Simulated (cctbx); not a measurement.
**Accept or mend?**

Cell a = 6.7500 Å, b = 6.7960 Å, c = 9.4120 Å, α = 89.49°, β = 89.79°, γ = 89.96°; space group P-1 (no. 2). The compound is Sr2CoSeS6.

The data are simulated with cctbx, not measured: Mo Kα, λ = 0.71073 Å, to d = 0.6 Å, 95 % of the full sphere, strongest reflection 70000 counts, noise from counting, a 2 % proportional error and a noise floor of 15 counts (s.d.); no absorption.

An anisotropic refinement with weights 1/σ² prints:

```text
Rint 0.021, 4185 unique reflections to 0.60 A
cycle     R1     wR2    GooF  max shift (A)
   1  0.0596  0.1247   3.037   0.00343
   2  0.0265  0.0564   1.373   0.00000
final R1 0.0265 wR2 0.0564 GooF 1.373  parameters 96  data/parameter 43.6
atom        x        y        z      Ueq    occ   su(xyz)  su(Uiso or U11)
Sr1    0.99692  0.02397  0.74376   0.0112  1.000  0.00003  0.0001
Sr2    0.50610  0.48064  0.25152   0.0089  1.000  0.00003  0.0001
Se1    0.50000  0.00000  0.50000   0.0073  1.000  0.00000  0.0001
Se2    0.00000  0.50000  0.00000   0.0089  1.000  0.00000  0.0001
Co1    0.50000  0.00000  0.00000   0.0071  1.000  0.00000  0.0002
Co2    0.00000  0.50000  0.50000   0.0052  1.000  0.00000  0.0002
S1     0.06959  0.50820  0.23672   0.0095  1.000  0.00009  0.0002
S2     0.55986  0.98730  0.74300   0.0064  1.000  0.00009  0.0002
S3     0.71426  0.74467  0.47121   0.0157  1.000  0.00011  0.0003
S4     0.22750  0.75971  0.96685   0.0061  1.000  0.00008  0.0002
S5     0.74713  0.72155  0.03431   0.0070  1.000  0.00009  0.0002
S6     0.74929  0.22278  0.47084   0.0163  1.000  0.00011  0.0003
difference map: max 1.60 min -2.03 rms 0.30
Q1    0.0183  0.5401  0.5189    2    1.63  0.35 A from Co2
Q2    0.4835  0.0470  0.9900    2    1.41  0.35 A from Co1
Q3    0.4407  0.9563  0.5148    2    1.27  0.52 A from Se1
Q4    0.2185  0.7451  0.9295    2    1.27  0.37 A from S4
Q5    0.0000  0.5000  0.0000    1    1.18  0.00 A from Se2
Q6    0.4608  0.0041  0.2458    2    1.16  0.18 A from S2
```

Q: Accept it or mend it, and why?

Mend it. The fault: anomalous dispersion left out. Against the right model at the same level, R1 goes from 0.0191 to 0.0265 and GooF from 0.92 to 1.37 and U of Co2 shrinks from 0.0073 to 0.0052 Å². No atom is wrong: without f′ and f″ the atoms near an edge get the wrong scattering power, which U and the scale absorb. The signs are weak, and the output alone doesn't single this fault out.

The compound is Sr2CoSeS6. The right model at the same level gives:

```text
Rint 0.021, 4185 unique reflections to 0.60 A
cycle     R1     wR2    GooF  max shift (A)
   1  0.0376  0.0750   1.826   0.00242
   2  0.0191  0.0377   0.919   0.00000
final R1 0.0191 wR2 0.0377 GooF 0.919  parameters 96  data/parameter 43.6
atom        x        y        z      Ueq    occ   su(xyz)  su(Uiso or U11)
Sr1    0.99694  0.02394  0.74375   0.0093  1.000  0.00002  0.0001
Sr2    0.50610  0.48071  0.25149   0.0070  1.000  0.00002  0.0001
Se1    0.50000  0.00000  0.50000   0.0080  1.000  0.00000  0.0001
Se2    0.00000  0.50000  0.00000   0.0097  1.000  0.00000  0.0001
Co1    0.50000  0.00000  0.00000   0.0093  1.000  0.00000  0.0001
Co2    0.00000  0.50000  0.50000   0.0073  1.000  0.00000  0.0001
S1     0.06950  0.50819  0.23672   0.0109  1.000  0.00006  0.0002
S2     0.55968  0.98721  0.74306   0.0077  1.000  0.00006  0.0001
S3     0.71419  0.74458  0.47122   0.0171  1.000  0.00008  0.0002
S4     0.22751  0.75980  0.96684   0.0073  1.000  0.00006  0.0001
S5     0.74712  0.72155  0.03436   0.0081  1.000  0.00006  0.0001
S6     0.74925  0.22277  0.47095   0.0178  1.000  0.00008  0.0002
difference map: max 0.98 min -0.98 rms 0.24
Q1    0.0040  0.4984  0.0869    2    1.05  0.82 A from Se2
Q2    0.2421  0.8248  0.3829    2    0.99  1.41 A from S6
Q3    0.3545  0.2786  0.0781    2    0.95  1.26 A from S5
Q4    0.2092  0.9317  0.3459    2    0.90  1.66 A from Sr1
Q5    0.3970  0.4285  0.4677    2    0.89  1.50 A from S3
Q6    0.4863  0.7960  0.6764    2    0.88  1.53 A from S2
```

This is a model crystal, built by substitution and not relaxed, with assumed displacement parameters.

[Middle refinement cycles are left out of these outputs.]

[Logs are printed without paths, hosts, clocks, repeated set-up lines and the standing remarks that a program may print on its own settings, such as how far it seeks lower states.]
